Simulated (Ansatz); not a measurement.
# Core levels in a random alloy: MgZr7 (Zr on 88 % of the Mg sites, one arrangement), part 2 of 3

Aim: core-level shifts of both metals in MgZr7 (Zr on 88 % of the Mg sites, one arrangement), site by site.

Ansatz 0.2.0; DFT, PBE, plane-wave PAW, default files, scalar-relativistic.

So far: The structure; Relaxation.

**3. Valence states**

The base run gives the projected DOS, from which the spectra are built.

input.yaml

```yaml
crystal:
  lattice:
    - [-4.8146907199, 2.7797629832, 5.2222037275]
    - [-4.8146907199, 2.7797629832, -5.2222037275]
    - [-3.2097938132, -5.5595259663, 5.2222037275]
  atoms:
    - { symbol: Zr, position: [0.8759759643, 0.6184440708, 0.7499392001] }
    - { symbol: Zr, position: [0.3685048707, 0.1259151645, 0.7499392001] }
    - { symbol: Zr, position: [0.2510894936, 0.7504824175, 0.5013056332] }
    - { symbol: Zr, position: [0.7491767843, 0.2523951267, 0.5013056332] }
    - { symbol: Zr, position: [0.6249523359, 0.8766280989, 0.2486925325] }
    - { symbol: Zr, position: [0.1279355663, 0.3736448684, 0.2486925325] }
    - { symbol: Zr, position: [0.4974480197, 0.5026543471, 0.0028985253] }
    - { symbol: Zr, position: [-0.0002441783, 0.000346545, 0.0028985253] }
    - { symbol: Zr, position: [0.3393557472, 0.3345396956, 0.4951839483] }
    - { symbol: Zr, position: [0.8324628038, 0.8309921618, 0.4985293581] }
    - { symbol: Zr, position: [0.710014058, 0.4629044106, 0.2528903526] }
    - { symbol: Zr, position: [0.2077691015, 0.9569772195, 0.249208118] }
    - { symbol: Zr, position: [0.0810340736, 0.583313873, 0.0022797993] }
    - { symbol: Mg, position: [0.5883658036, 0.0810886078, -0.0072771958] }
    - { symbol: Mg, position: [0.9578872406, 0.2033741771, 0.7454869365] }
    - { symbol: Zr, position: [0.4549389816, 0.7129658823, 0.7580269007] }
kpoints:
  mp_grid: { grid: [4, 4, 4] }
scf:
  occupations: { method: fermi_dirac, width: 0.08 }
  n_extra_bands: 19
hamiltonian:
  xc: pbe
  pseudopotentials: { kind: paw }
output:
  forces: true
  stress: true
  dos:
    projected: true
    de: 0.05
    e_range: [-30, 12]
    method: { smearing: { sigma: 0.1, scheme: gaussian } }
  eigenstates:
    kpoints:
      - [0.0, 0.0, 0.0]
      - [-0.08333333, -0.08333333, -0.16666667]
      - [-0.16666667, -0.16666667, -0.33333333]
      - [-0.25, -0.25, -0.5]
      - [-0.33333333, -0.33333333, 0.33333333]
      - [-0.41666667, -0.41666667, 0.16666667]
      # [... 22 more points ...]
      - [0.375, 0.375, 0.250001]
      - [0.5, -0.5, 0.166668]
    e_range: [-9.0, 3.0]
    unfold: { supercell_matrix: [[-1, 1, 1], [-1, 1, -1], [-2, -2, 1]] }
```

On the command line:

```
$ ansatz run input.yaml --threads 4 --pin off --max-ram 14336MiB --backend cpu --events-out ev --progress --plain --runs-dir out
```

Numbers of over 12 decimals in the logs are rounded to 6 here.

Log:

```text
[...]
Crystal: 16 atoms, lattice volume = 372.759 Å³
Basis set: ecut = 420 eV, 7299 PW (Γ), exchange–correlation on 108×108×120 points (8 copies of the dense FFT grid, shifted against one another)
Bands: 113, of which v1, the nominal top of the filled ones, is band 94 counted from 1 (93 counted from 0)
Symmetry: 2 space group operations
[...]
k-points: 24 of 64 (time reversal used)
[...]
SCF iter   1: F=—  HF=-62421.075684 eV  |F-HF|=—  |Δ(HF+E_count)|=         —  Δρ=3.98e-3  dr2=9.27e-2  ethr=1.77e-3  ⟨swp⟩=7.5  Hψ=11346  notcnv=0
[...]
SCF iter   9: F=-62421.078150 eV  HF=-62421.078150 eV  |F-HF|=1.02e-8  |Δ(HF+E_count)|=   4.93e-8  Δρ=1.70e-6  dr2=1.80e-8  ethr=5.32e-11  ⟨swp⟩=3.5  Hψ=9843  notcnv=0
SCF 1 converged in 9 iterations: F = -62421.078150 eV  dr2 = 1.80e-8
[...]
NSCF: frozen V_eff on 30 k-points
SCF converged after 9 iterations
Free energy (F): -62421.078150 eV
[...]
Internal energy: -62420.709465 eV  (E = F + TS)
E sigma→0 (E₀):  -62420.893807 eV
Entropy (-TS):   -0.368684 eV (-23.043 meV/atom)
Fermi energy:    12.771303 eV
[...]
--- Forces (eV/Å), atoms counted from 1 ---
  atom   1  Zr     0.00681931    -0.00441611     0.00225021
  atom   2  Zr     0.00681931    -0.00441611    -0.00225021
  atom   3  Zr    -0.00622413    -0.00132732     0.00001727
  atom   4  Zr    -0.00622413    -0.00132732    -0.00001727
  atom   5  Zr     0.01462338    -0.00441892    -0.00395472
  atom   6  Zr     0.01462338    -0.00441892     0.00395472
  atom   7  Zr    -0.01112575    -0.00130951     0.00545524
  atom   8  Zr    -0.01112575    -0.00130951    -0.00545524
  atom   9  Zr     0.00771851    -0.00393741     0.00000000
  atom  10  Zr     0.00687368     0.01230777     0.00000000
  atom  11  Zr     0.00734346     0.01289364     0.00000000
  atom  12  Zr    -0.01461545    -0.00771472     0.00000000
  atom  13  Zr    -0.00787074     0.00132682     0.00000000
  atom  14  Mg    -0.00584459     0.01205925     0.00000000
  atom  15  Mg     0.00031822    -0.00767113     0.00000000
  atom  16  Zr    -0.00211966     0.00368434     0.00000000
  max |Σ_I F_I| component: 1.10e-5 eV/Å
--- Stress (GPa, compression-positive) ---
       -0.167601       0.199211       0.000000
        0.199211      -0.502918      -0.000000
        0.000000      -0.000000      -1.160669
  P = ⅓ Tr σ = -0.6104 GPa (-6.104 kbar)
--- Band table (eV; the first three rows and the last of 24) ---
  k-point 0: bands = [... 90 lower, 12.3387, 12.4125, 12.4733, 12.7910, 12.9168, 13.0364, 13.1256, 13.1787, ... 15 higher]
  k-point 1: bands = [... 90 lower, 12.4152, 12.4529, 12.6366, 12.7930, 12.8566, 13.0049, 13.0705, 13.2289, ... 15 higher]
  k-point 2: bands = [... 90 lower, 12.3903, 12.5296, 12.6776, 12.6978, 12.8893, 12.9361, 13.0242, 13.1452, ... 15 higher]
  k-point 23: bands = [... 90 lower, 12.3161, 12.5799, 12.6285, 12.7171, 12.7287, 12.8815, 12.9177, 12.9657, ... 15 higher]
```

Run time: 83 s. Hardware: 4 threads of Arm Neoverse V2, shared host; peak memory 2 GiB; 5.3 min of CPU time.

Numbers from this step:

```
pressure                                       : -0.6104 GPa
zero of energy                                 : Fermi level
share of occupied states in no projected shell : 0.0108 of the occupied states in the window
DOS at the Fermi level                         : 16.81 states/eV/cell
```

A(k,E), total over k along the path and E. Zero: Fermi level.

Values in eV⁻¹, 12 rows by 16 columns, each cell a mean:
```
3.02 1.57 1.88 2.01 1.25 0.97 1.56 1.70 3.10 3.02 3.01 2.06 1.34 1.20 1.08 0.38
1.06 1.32 0.62 0.66 1.19 1.35 0.90 1.26 0.99 1.42 1.54 1.66 0.92 0.38 1.27 1.73
0.22 0.93 1.00 0.88 1.12 1.25 1.41 0.89 0.25 0.32 0.46 0.91 1.70 1.60 1.76 2.32
0.10 0.61 1.35 1.18 2.41 2.74 1.85 0.48 0.09 0.11 0.14 0.20 0.34 0.41 0.49 1.90
0.77 0.63 1.06 1.94 0.67 0.32 0.65 0.73 0.71 0.30 0.06 0.18 1.12 1.78 1.73 0.29
0.39 0.07 0.64 0.16 0.11 0.08 0.24 0.17 0.45 0.75 0.36 1.09 1.02 0.34 0.15 0.05
0.02 0.50 0.17 0.05 0.02 0.01 0.24 0.25 0.02 0.14 1.51 1.04 0.04 0.03 0.04 0.03
0.06 0.54 0.03 0.01 0.01 0.01 0.01 0.51 0.07 0.75 0.40 0.05 0.02 0.03 0.02 0.01
0.95 0.05 0.01 0.01 0.01 0.01 0.01 0.29 1.03 0.40 0.02 0.01 0.01 0.01 0.00 0.00
0.02 0.01 0.00 0.00 0.00 0.00 0.00 0.01 0.02 0.01 0.01 0.01 0.00 0.00 0.00 0.00
0.01 0.00 0.00 0.00 0.00 0.00 0.00 0.00 0.01 0.01 0.00 0.00 0.00 0.00 0.00 0.00
0.00 0.00 0.00 0.00 0.00 0.00 0.00 0.00 0.00 0.00 0.00 0.00 0.00 0.00 0.00 0.00
```
Columns: k along the path (Å⁻¹) from 0 to 5.47 (not evenly spaced); rows upwards: E (eV) from -8.7 to 1.45.

Peaks of A(k,E) at the labelled points: for each region the eleven nearest the zero at most, each over 6 % of that point's highest, less those above the energy where the solved bands run out; weight and spread sum the levels within three half widths or 0.3 eV, so near peaks share levels. Peaks of the spectral function, the first 40 of 62 rows:

```tsv
point	weight on	E (eV)	A (1/eV)	weight near the peak	rms spread of levels (eV)
Γ	total	-2.62	2.413	0.523	0.076
Γ	total	-2.46	1.11	0.545	0.107
Γ	total	-0.42	0.456	0.189	0.116
Γ	total	-0.3	0.579	0.153	0.078
Γ	total	0.14	0.568	0.095	0.089
Γ	total	0.44	1.933	0.733	0.144
Γ	total	0.62	3.09	1.495	0.152
Γ	total	0.84	5.072	1.544	0.138
Γ	total	1.2	6.009	2.207	0.126
Γ	total	1.32	6.619	2.171	0.119
M	total	-2.12	4.49	2.474	0.241
M	total	-1.82	5.744	0.963	0.039
M	total	-1.52	0.489	0.168	0.114
M	total	-0.56	1.479	0.36	0.139
M	total	-0.26	3.2	0.84	0.111
M	total	0	1.336	0.792	0.136
M	total	0.38	0.538	0.119	0.112
M	total	0.84	5.14	1.779	0.113
M	total	1.04	5.351	1.827	0.116
K	total	-1.16	7.484	2.039	0.063
K	total	-0.8	1.522	1.038	0.221
K	total	-0.62	1.316	0.566	0.162
K	total	-0.5	1.276	0.521	0.155
K	total	-0.36	0.941	0.474	0.19
K	total	-0.02	2.514	0.765	0.117
K	total	0.2	2.445	1.122	0.171
K	total	0.36	2.377	0.811	0.113
K	total	0.82	1.154	0.537	0.096
K	total	0.98	2.188	0.56	0.113
K	total	1.28	1.362	0.633	0.168
A	total	-4.28	5.069	1.761	0.142
A	total	-3.98	6.271	1.761	0.142
A	total	-3.32	0.878	0.182	0.093
A	total	-0.48	0.98	0.311	0.147
A	total	-0.06	5.895	1.285	0.103
A	total	0.2	1.46	1.129	0.106
A	total	0.66	2.702	1.407	0.092
A	total	0.88	6.692	2.245	0.117
A	total	1	6.361	2.078	0.106
A	total	1.22	1.922	1.606	0.186
```

The DOS has structure finer than the step of the table below, so its rows give means over 2 eV, whole bins alone (the curve runs from -28.9 to 1.18 eV). Peaks (eV: height): total -26.4: 140; Zr 4d -2.0: 16.1, -1.5: 17.5, -0.6: 21.2, 0.7: 21.6; Zr 5s -4.6: 2.20, -4.0: 2.73, -3.7: 3.30, -2.8: 4.59; Mg 3s -4.6: 0.687, -4.0: 0.678, -3.5: 0.776, -3.1: 0.739.

* holds the states left over by the projection beside any projected weight of its own, shared among the starred shells. DOS against E, zero at the Fermi level; means over each step; values in states/eV/cell:

```tsv
E (eV)	total	Zr 4d	Zr 5s	Zr 5p*	Mg 3s	Mg 3p*	Zr 4p
-26	36.4	0.263	0.171	0	0.0141	3.8e-5	35.9
-24	0	0	0	0	0	0	0
-22	0	0	0	0	0	0	0
-20	0	0	0	0	0	0	0
-18	0	0	0	0	0	0	0
-16	0	0	0	0	0	0	0
-14	0	0	0	0	0	0	0
-12	0	0	0	0	0	0	0
-10	0	0	0	0	0	0	0
-8	0	0	0	0	0	0	0
-6	0.301	0.00370	0.247	0.00323	0.0466	2.9e-5	0
-4	3.45	0.647	2.17	0.0945	0.531	0.00210	0
-2	15.9	12.4	2.82	0.423	0.226	0.0319	0
0	21.2	18.5	1.12	1.28	0.139	0.155	0
```

Simulated valence spectra by photon energy, shown to 13 eV, since a deeper line would dwarf them at some energies; the 100 % can be that line's tail at the edge; this run's widths, added to any smearing of the DOS itself: Gaussian 0.6 eV, Lorentzian 0.2 eV plus 0.05 an eV of depth. Intensity against binding energy, zero at the Fermi level; values in % of the maximum within 13 eV:

```tsv
binding energy (eV)	21.2 eV	150 eV	250 eV	1486.7 eV	5414.7 eV
-1	3.05	3.29	3.26	3.79	5.39
0	50.2	50.4	50.4	50.7	50.9
1	95.4	95.5	95.4	95.6	95.5
2	73.2	76.2	75.0	78.2	99.8
3	25.1	30.7	28.5	34.1	71.4
4	4.86	9.13	7.45	11.7	38.6
5	1.53	4.09	3.14	5.92	22.1
6	0.667	1.44	1.26	2.53	7.74
7	0.407	0.889	0.842	1.91	5.27
8	0.282	0.751	0.727	1.86	5.17
9	0.208	0.704	0.688	1.93	5.45
10	0.160	0.703	0.691	2.07	5.93
11	0.127	0.732	0.723	2.27	6.58
12	-	0.787	0.779	2.54	7.41
```

Maxima picked by a test of local sharpness, so broad peaks and shoulders can be missing; peaks within 0.45 eV of a curve's cut are left out. Valence peaks, by row:

```tsv
photon energy (eV)	binding energy (eV)	height (% of the maximum within 13 eV)	main shell	its share (%)
21.2	0.7	100	Zr 4d	99.76
150	26.65	209.9	Zr 4p	99.23
150	0.7	100	Zr 4d	97.17
250	26.65	209.4	Zr 4p	99.27
250	0.7	100	Zr 4d	98.15
1487	26.65	758.4	Zr 4p	99.77
1487	0.7	100	Zr 4d	94.91
5415	26.65	2257	Zr 4p	99.85
5415	2.1	100	Zr 4d	52.19
5415	0.7	98.54	Zr 4d	76.25
```

Shapes are the site's partial DOS without matrix elements, which overweights lines from ligand s bands. Table of intensity by emission energy less the core level's binding energy, zero at the Fermi level; read off at these points; values in % of the unpolarised maximum:

```tsv
emission energy less the core level's binding energy (eV)	Zr L-beta2	Mg L2,3
-28.0	0.958	0.918
-27.0	1.44	2.71
-26.0	1.23	1.28
-25.0	0.754	0.394
-24.0	0.511	0.186
-23.0	0.411	0.114
-22.0	0.372	0.0827
-21.0	0.364	0.0673
-20.0	0.374	0.0597
-19.0	0.397	0.0568
-18.0	0.431	0.0570
-17.0	0.476	0.0598
-16.0	0.535	0.0651
-15.0	0.610	0.0733
-14.0	0.704	0.0852
-13.0	0.827	0.102
-12.0	0.987	0.127
-11.0	1.20	0.164
-10.0	1.50	0.222
-9.0	1.93	0.323
-8.0	2.58	0.523
-7.0	3.64	1.04
-6.0	5.57	4.75
-5.0	9.67	46.7
-4.0	19.9	81.9
-3.3	35.8	99.8
-3.0	46.0	93.8
-2.0	83.9	32.1
-1.0	99.8	17.2
0.0	66.3	13.4
1.0	24.3	0.424
```

Sums over each group's atoms; left-over states aren't shared out by site. Site centres, by row:

```tsv
group	element	shell	occupied states	centre of occupied part (eV)	centre up to the window's top (eV)
Zr	Zr	5s	12.07	-3.696	-3.251
Zr	Zr	4p	82.84	-26.66	-26.66
Zr	Zr	4d	44.98	-1.708	-0.9011
Mg	Mg	3s	1.787	-3.824	-3.425
```

Shapes are the site's partial DOS without matrix elements, which overweights lines from ligand s bands. Emission peaks, by row:

```tsv
line	energy (eV)	height (%)
Zr L-beta2	-1.05	100
Mg L2,3	-3.35	100
Mg L2,3	-0.4	26.99
```

Recipe: projected DOS times atomic cross section and asymmetry factor (unpolarised light, 90° from the beam), occupied states only, Fermi edge at 77 K, a Lorentzian width of 0.2 eV growing by 0.05 eV per eV of binding energy, and a resolution of 0.6 eV. Curves are cut 10 eV under the photon energy, above any shell that the free atom's threshold puts out of reach, or at the lower edge of the window: 11.2 eV at 21.2 eV, 28.9 eV at 150 eV, 28.9 eV at 250 eV, 28.9 eV at 1486.7 eV and 28.9 eV at 5414.7 eV. A star in tables and legends marks shells that hold the states left over by the projection (1.1 % of the filled ones), a stand-in for orbitals that the files don't project on. Matrix elements of the solid and inelastic losses aren't modelled, nor non-dipole terms, which matter above 3 keV.

Share of each shell in the spectrum's area (%), by photon energy:

```tsv
shell	21.2 eV	150 eV	250 eV	1486.7 eV	5414.7 eV
Zr 5s	0.2	2.2	1.4	1.4	2.8
Zr 4p	0.0	65.8	66.3	87.2	93.7
Zr 4d	99.5	31.3	31.9	11.2	3.2
```

States with weight above 0.08 nearest the zero at Γ of the zone, within the window kept, -5.7 to 1.5 eV (levels that the program groups as degenerate share a row):

```tsv
E (eV)	weight, total
-2.45	0.11
0.44	0.22
0.62	0.39
0.76	0.13
0.83	0.63
0.93	0.18
1.10	0.13
1.19	0.77
1.32	0.82
1.41	0.28
```

States with weight above 0.08 nearest the zero at M of the zone, within the window kept, -5.7 to 1.5 eV (levels that the program groups as degenerate share a row):

```tsv
E (eV)	weight, total
-0.56	0.20
-0.25	0.40
-0.19	0.08
-0.17	0.10
0.01	0.15
0.80	0.09
0.84	0.69
1.03	0.39
1.05	0.31
1.10	0.28
```

States with weight above 0.08 nearest the zero at K of the zone, within the window kept, -5.7 to 1.5 eV (levels that the program groups as degenerate share a row):

```tsv
E (eV)	weight, total
-0.80	0.13
-0.62	0.14
-0.51	0.10
-0.07	0.09
-0.02	0.32
0.21	0.33
0.36	0.30
0.51	0.09
0.82	0.12
0.98	0.30
```

States with weight above 0.08 nearest the zero at A of the zone, within the window kept, -5.7 to 1.5 eV (levels that the program groups as degenerate share a row):

```tsv
E (eV)	weight, total
-0.49	0.10
-0.19	0.17
-0.05	0.76
-0.04	0.14
0.19	0.15
0.67	0.24
0.83	0.26
0.88	0.12
0.89	0.68
1.00	0.82
```

The largest force component on a free atom is 0.015 eV/Å, so the atoms are at rest for these settings too. At the Fermi level the DOS is 16.81 states/eV a cell, and on the broadened curves Zr 4d holds 86 % of the total there.

[end of part 2 of 3]

[Logs are printed without paths, hosts, clocks, repeated set-up lines and the standing remarks that a program may print on its own settings, such as how far it seeks lower states.]

[Hosts, paths, dates, database ids (printed as entryN), source tags and the programs' standing remarks are cut or masked in the printed files.]

[Maps of the electrostatic potential energy from Ansatz leave out the sawtooth potential of an applied field or a dipole correction, so their vacuum need not be flat; work functions include it.]
